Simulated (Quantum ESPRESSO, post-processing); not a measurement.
# Cu(111): a series in the number of layers, part 5 of 5

What law, if any, do the results for Cu(111) follow against the number of layers?

Quantum ESPRESSO 7.5; plane-wave DFT, PBE, GBRV ultrasoft pseudopotentials.

So far. Step 8 (Relaxing the ions, 12 layers):  On the free atoms the largest force ends at 0.009 eV/Å. Step 9 (Self-consistent run, 12 layers): Inside the slab this potential holds the local part of the pseudopotentials, which can be repulsive at the nuclei; only its value in the vacuum has a meaning of its own.

## Step 10: Relaxing the ions, 14 layers

System of this step: Cu(111), 14 layers. The cell holds 14 atoms: 14 Cu. Its edges and angles: a = 2.560 Å, b = 2.560 Å, c = 43.216 Å, α = 90.0°, β = 90.0°, γ = 60.0°. It derives from Cu. Vacuum lies along c.

m7.relax.in reads:

```
&control
  prefix = 'm7.relax'
  outdir = './out'
  pseudo_dir = './pseudo'
  nstep = 40
  forc_conv_thr = 0.001
  calculation = 'relax'
/
&system
  ibrav = 0
  nat = 14
  ntyp = 1
  ecutwfc = 40
  ecutrho = 200
  occupations = 'smearing'
  smearing = 'mv'
  degauss = 0.02
/
&electrons
  conv_thr = 1e-08
  mixing_beta = 0.4
  electron_maxstep = 120
  mixing_mode = 'local-TF'
/
&ions
/
ATOMIC_SPECIES
  Cu  63.5460  cu_pbe_v1.2.uspp.F.UPF
CELL_PARAMETERS angstrom
  2.55983886615064 0.00000000000000 0.00000000000000
  1.27991943307532 2.21688548768121 0.00000000000000
  0.00000000000000 0.00000000000000 43.21632120369691
ATOMIC_POSITIONS crystal
  Cu  0.666666666700 0.666666666700 0.185636177393
  Cu  0.000000000000 0.000000000000 0.233999842410
  Cu  0.333333333300 0.333333333300 0.282363507426 0 0 0
  Cu  0.666666666700 0.666666666700 0.330727172443 0 0 0
  Cu  0.000000000000 0.000000000000 0.379090837459 0 0 0
  Cu  0.333333333300 0.333333333300 0.427454502475 0 0 0
  Cu  0.666666666700 0.666666666700 0.475818167492 0 0 0
  Cu  0.000000000000 0.000000000000 0.524181832508 0 0 0
  Cu  0.333333333300 0.333333333300 0.572545497525 0 0 0
  Cu  0.666666666700 0.666666666700 0.620909162541 0 0 0
  Cu  0.000000000000 0.000000000000 0.669272827557 0 0 0
  Cu  0.333333333300 0.333333333300 0.717636492574 0 0 0
  Cu  0.666666666700 0.666666666700 0.766000157590
  Cu  0.000000000000 0.000000000000 0.814363822607
K_POINTS automatic
  12 12 1 0 0 0
```

Started as:

```
$ OMP_NUM_THREADS=1 mpirun -n 4 pw.x -nk 4 -in m7.relax.in > m7.relax.out
```

The log of the run:

```text
[banner, memory and clock lines left out]
Program PWSCF v.7.5 starts
[...]
Message from routine setup:
[...]
number of electrons       =       266.00
     number of Kohn-Sham states=          160
     kinetic-energy cutoff     =      40.0000  Ry
     charge density cutoff     =     200.0000  Ry
[...]
number of k points=    19  Marzari-Vanderbilt smearing, width (Ry)=  0.0200
[...]
Dense  grid:    78799 G-vectors     FFT dimensions: (  24,  24, 375)
[...]
negative rho (up, down):  1.244E-04 0.000E+00
     Starting wfcs are  182 randomized atomic wfcs
[...]
negative rho (up, down):  3.822E-02 0.000E+00
[...]
estimated scf accuracy    <     131.15835719 Ry
[...]
negative rho (up, down):  1.500E-02 0.000E+00
[...]
estimated scf accuracy    <       0.83996168 Ry
[...]
negative rho (up, down):  1.973E-03 0.000E+00
[...]
estimated scf accuracy    <       0.45975983 Ry
[...]
estimated scf accuracy    <       0.12880909 Ry
[...]
estimated scf accuracy    <       0.08902633 Ry
[...]
estimated scf accuracy    <       0.05725678 Ry
[...]
estimated scf accuracy    <       0.04670648 Ry
[...]
estimated scf accuracy    <       0.01899284 Ry
[...]
estimated scf accuracy    <       0.01438417 Ry
[...]
negative rho (up, down):  4.252E-03 0.000E+00
[...]
estimated scf accuracy    <       0.01473748 Ry
[...]
negative rho (up, down):  3.398E-03 0.000E+00
[...]
estimated scf accuracy    <       0.00337746 Ry
[...]
negative rho (up, down):  2.552E-03 0.000E+00
[...]
estimated scf accuracy    <       0.00107919 Ry
[...]
negative rho (up, down):  1.252E-03 0.000E+00
[...]
estimated scf accuracy    <       0.00092711 Ry
[...]
negative rho (up, down):  6.809E-04 0.000E+00
[...]
estimated scf accuracy    <       0.00012225 Ry
[...]
negative rho (up, down):  4.458E-04 0.000E+00
[...]
estimated scf accuracy    <       0.00007451 Ry
[...]
negative rho (up, down):  2.613E-04 0.000E+00
[...]
estimated scf accuracy    <       0.00000799 Ry
[...]
negative rho (up, down):  6.442E-05 0.000E+00
[...]
estimated scf accuracy    <       0.00000796 Ry
[...]
negative rho (up, down):  6.499E-05 0.000E+00
[...]
estimated scf accuracy    <       0.00000033 Ry
[...]
negative rho (up, down):  7.380E-05 0.000E+00
[...]
estimated scf accuracy    <       0.00000008 Ry
[...]
negative rho (up, down):  7.119E-05 0.000E+00
[...]
the Fermi energy is     9.3002 ev
!    total energy              =   -5652.87958102 Ry
     estimated scf accuracy    <          8.7E-09 Ry
     smearing contrib. (-TS)   =      -0.00075650 Ry
     internal energy E=F+TS    =   -5652.87882452 Ry
[...]
one-electron contribution =  -66573.04313671 Ry
     hartree contribution      =   33381.64643984 Ry
     xc contribution           =    -543.27989874 Ry
     ewald contribution        =   28081.79777108 Ry
     convergence has been achieved in  20 iterations
     negative rho (up, down):  7.119E-05 0.000E+00
[...]
Total force =     0.001314     Total SCF correction =     0.001271
[...]
```

It took 13 min on 4 MPI ranks of Arm Neoverse N1, shared host; peak memory 1.3 GiB; 50 min of CPU time.

No atom moved by 0.005 Å in the relaxation.

 On the free atoms the largest force ends at 0.021 eV/Å.

Read from the output:

- free energy: -76911.3448 eV
- Fermi energy: 9.300 eV

## Step 11: SCF with pw.x, 14 layers

m7.esm.in reads:

```
&control
  prefix = 'm7.esm'
  outdir = './out'
  pseudo_dir = './pseudo'
  calculation = 'scf'
  tprnfor = .true.
/
&system
  ibrav = 0
  nat = 14
  ntyp = 1
  ecutwfc = 40
  ecutrho = 200
  occupations = 'smearing'
  smearing = 'mv'
  degauss = 0.02
  assume_isolated = 'esm'
  esm_bc = 'bc1'
/
&electrons
  conv_thr = 1e-08
  mixing_beta = 0.25
  electron_maxstep = 160
  mixing_mode = 'local-TF'
  mixing_ndim = 12
/
ATOMIC_SPECIES
  Cu  63.5460  cu_pbe_v1.2.uspp.F.UPF
CELL_PARAMETERS angstrom
  2.55983886615064 0.00000000000000 0.00000000000000
  1.27991943307532 2.21688548768121 0.00000000000000
  0.00000000000000 0.00000000000000 43.21632120369691
ATOMIC_POSITIONS crystal
  Cu  0.666666493462 0.666667013077 -0.314363822927
  Cu  0.000000000000 0.000000000000 -0.266000156494
  Cu  0.333333275598 0.333333448803 -0.217636495985
  Cu  0.666666493462 0.666667013077 -0.169272829552
  Cu  0.000000000000 0.000000000000 -0.120909163120
  Cu  0.333333275598 0.333333448803 -0.072545496687
  Cu  0.666666493462 0.666667013077 -0.024181830255
  Cu  0.000000000000 0.000000000000 0.024181830255
  Cu  0.333333275598 0.333333448803 0.072545496687
  Cu  0.666666493462 0.666667013077 0.120909163120
  Cu  0.000000000000 0.000000000000 0.169272829552
  Cu  0.333333275598 0.333333448803 0.217636495985
  Cu  0.666666493462 0.666667013077 0.266000156494
  Cu  0.000000000000 0.000000000000 0.314363822927
K_POINTS automatic
  12 12 1 0 0 0
```

Started as:

```
$ OMP_NUM_THREADS=1 mpirun -n 4 pw.x -nk 4 -in m7.esm.in > m7.esm.out
```

The log of the run:

```text
[banner, memory and clock lines left out]
Program PWSCF v.7.5 starts
[...]
Message from routine setup:
[...]
number of electrons       =       266.00
     number of Kohn-Sham states=          160
     kinetic-energy cutoff     =      40.0000  Ry
     charge density cutoff     =     200.0000  Ry
[...]
number of k points=    19  Marzari-Vanderbilt smearing, width (Ry)=  0.0200
[...]
Dense  grid:    78799 G-vectors     FFT dimensions: (  24,  24, 375)
[...]
negative rho (up, down):  1.253E-04 0.000E+00
     Starting wfcs are  182 randomized atomic wfcs
[...]
negative rho (up, down):  1.209E-02 0.000E+00
[...]
estimated scf accuracy    <      76.43787773 Ry
[...]
negative rho (up, down):  2.664E-02 0.000E+00
[...]
estimated scf accuracy    <      19.87158009 Ry
[...]
negative rho (up, down):  2.018E-02 0.000E+00
[...]
estimated scf accuracy    <       0.14902168 Ry
[...]
negative rho (up, down):  1.459E-02 0.000E+00
[...]
estimated scf accuracy    <       0.90733028 Ry
[...]
negative rho (up, down):  1.280E-02 0.000E+00
[...]
estimated scf accuracy    <       0.01355394 Ry
[...]
negative rho (up, down):  1.358E-02 0.000E+00
[...]
estimated scf accuracy    <       0.01322208 Ry
[...]
negative rho (up, down):  1.352E-02 0.000E+00
[...]
estimated scf accuracy    <       0.00284660 Ry
[...]
negative rho (up, down):  1.319E-02 0.000E+00
[...]
estimated scf accuracy    <       0.00368381 Ry
[...]
negative rho (up, down):  1.266E-02 0.000E+00
[...]
estimated scf accuracy    <       0.00772556 Ry
[...]
negative rho (up, down):  1.302E-02 0.000E+00
[...]
estimated scf accuracy    <       0.00384793 Ry
[...]
negative rho (up, down):  9.932E-03 0.000E+00
[...]
estimated scf accuracy    <       0.00344844 Ry
[...]
negative rho (up, down):  7.572E-03 0.000E+00
[...]
estimated scf accuracy    <       0.00228368 Ry
[...]
negative rho (up, down):  5.174E-03 0.000E+00
[...]
estimated scf accuracy    <       0.00080854 Ry
[...]
negative rho (up, down):  9.786E-04 0.000E+00
[...]
estimated scf accuracy    <       0.00044514 Ry
[...]
negative rho (up, down):  4.888E-04 0.000E+00
[...]
estimated scf accuracy    <       0.00100572 Ry
[...]
negative rho (up, down):  3.442E-04 0.000E+00
[...]
estimated scf accuracy    <       0.00017478 Ry
[...]
negative rho (up, down):  2.629E-04 0.000E+00
[...]
estimated scf accuracy    <       0.00008316 Ry
[...]
negative rho (up, down):  7.795E-05 0.000E+00
[...]
estimated scf accuracy    <       0.00001767 Ry
[...]
negative rho (up, down):  8.768E-05 0.000E+00
[...]
estimated scf accuracy    <       0.00000190 Ry
[...]
negative rho (up, down):  9.147E-05 0.000E+00
[...]
estimated scf accuracy    <       0.00000140 Ry
[...]
negative rho (up, down):  7.162E-05 0.000E+00
[...]
estimated scf accuracy    <       0.00000009 Ry
[...]
negative rho (up, down):  7.289E-05 0.000E+00
[...]
estimated scf accuracy    <       0.00000050 Ry
[...]
negative rho (up, down):  7.113E-05 0.000E+00
[...]
estimated scf accuracy    <       0.00000017 Ry
[...]
negative rho (up, down):  7.101E-05 0.000E+00
[...]
estimated scf accuracy    <       0.00000003 Ry
[...]
negative rho (up, down):  7.139E-05 0.000E+00
[...]
the Fermi energy is    -4.7844 ev
!    total energy              =   -5652.87958045 Ry
     estimated scf accuracy    <          4.4E-09 Ry
     smearing contrib. (-TS)   =      -0.00075678 Ry
     internal energy E=F+TS    =   -5652.87882367 Ry
[...]
one-electron contribution =  803283.62744486 Ry
     hartree contribution      = -401684.38167606 Ry
     xc contribution           =    -543.27977320 Ry
     ewald contribution        = -406708.84481926 Ry
     convergence has been achieved in  25 iterations
     negative rho (up, down):  7.139E-05 0.000E+00
[...]
Total force =     0.001771     Total SCF correction =     0.000204
[...]
```

Elapsed: 25 min, on 4 MPI ranks; peak memory 1.3 GiB; 1.6 h of CPU time.

This step gave:

* Fermi energy: -4.784 eV
* vacuum line at the lower end of the cell, over the Fermi level: 4.784 eV
* vacuum line at the upper end of the cell, over the Fermi level: 4.784 eV

Inside the slab this potential holds the local part of the pseudopotentials, which can be repulsive at the nuclei; only its value in the vacuum has a meaning of its own.

## Step 12: The series side by side

The series in one table:

| the number of layers | energy (eV) | work function (eV) |
| --- | --- | --- |
| 4 layers | -21974.0157 | 4.784 |
| 5 layers | -27467.7264 | 4.773 |
| 6 layers | -32961.4707 | 4.741 |
| 7 layers | -38455.2079 | 4.837 |
| 8 layers | -43948.9244 | 4.788 |
| 10 layers | -54936.3946 | 4.827 |
| 12 layers | -65923.8764 | 4.776 |
| 14 layers | -76911.3448 | 4.784 |

## Step 13: A check by hand

γ = intercept/(2A) = 0.9441 eV / (2 × 5.675 Å²) × 16.02 = 1.33 J/m².

## Step 14: Outcome

```yaml
surface_energy_from_the_intercept: 1.33 J/m²
work_function_at_14_layers: 4.78 eV
```

In words: The series holds 8 members; surface energy from the intercept: 1.33 J/m²; work function at 14 layers: 4.78 eV (PBE, GBRV ultrasoft). A line through the energies of all but the thinnest slab has a slope of -5493.7347 eV a layer and leaves residuals that spread over 18 meV, worth 0.03 J/m². The bulk run gives -5493.7368 eV a layer, -2.0 meV from that slope; used for the thickest slab it would give 1.37 J/m². The work function spans 4.74 to 4.84 eV and over the last three members 0.05 eV. Unreconstructed faces. One mesh, so part of the swing with thickness is sampling.

Computed beside measured:

| quantity | measured | PBE, 14 layers |
| --- | --- | --- |
| work function (clean (111) face) (eV) | 4.9 | 4.78 (-0.12 eV) |

Measured values from arxiv:1902.07811 (2019).

How well it matches: The work function is off by -0.12 eV: good agreement. The grades are ours: good and fair within 3 and 7 % for the work function. Other measurements of the same face can differ from the value quoted by 0.1 to 0.2 eV.

[Logs are printed without paths, hosts, clocks, repeated set-up lines and the standing remarks that a program may print on its own settings, such as how far it seeks lower states.]

[Hosts, paths, dates, database ids (printed as entryN), source tags and the programs' standing remarks are cut or masked in the printed files.]

[Maps of the electrostatic potential energy from Ansatz leave out the sawtooth potential of an applied field or a dipole correction, so their vacuum need not be flat; planar profiles and work functions include it.]
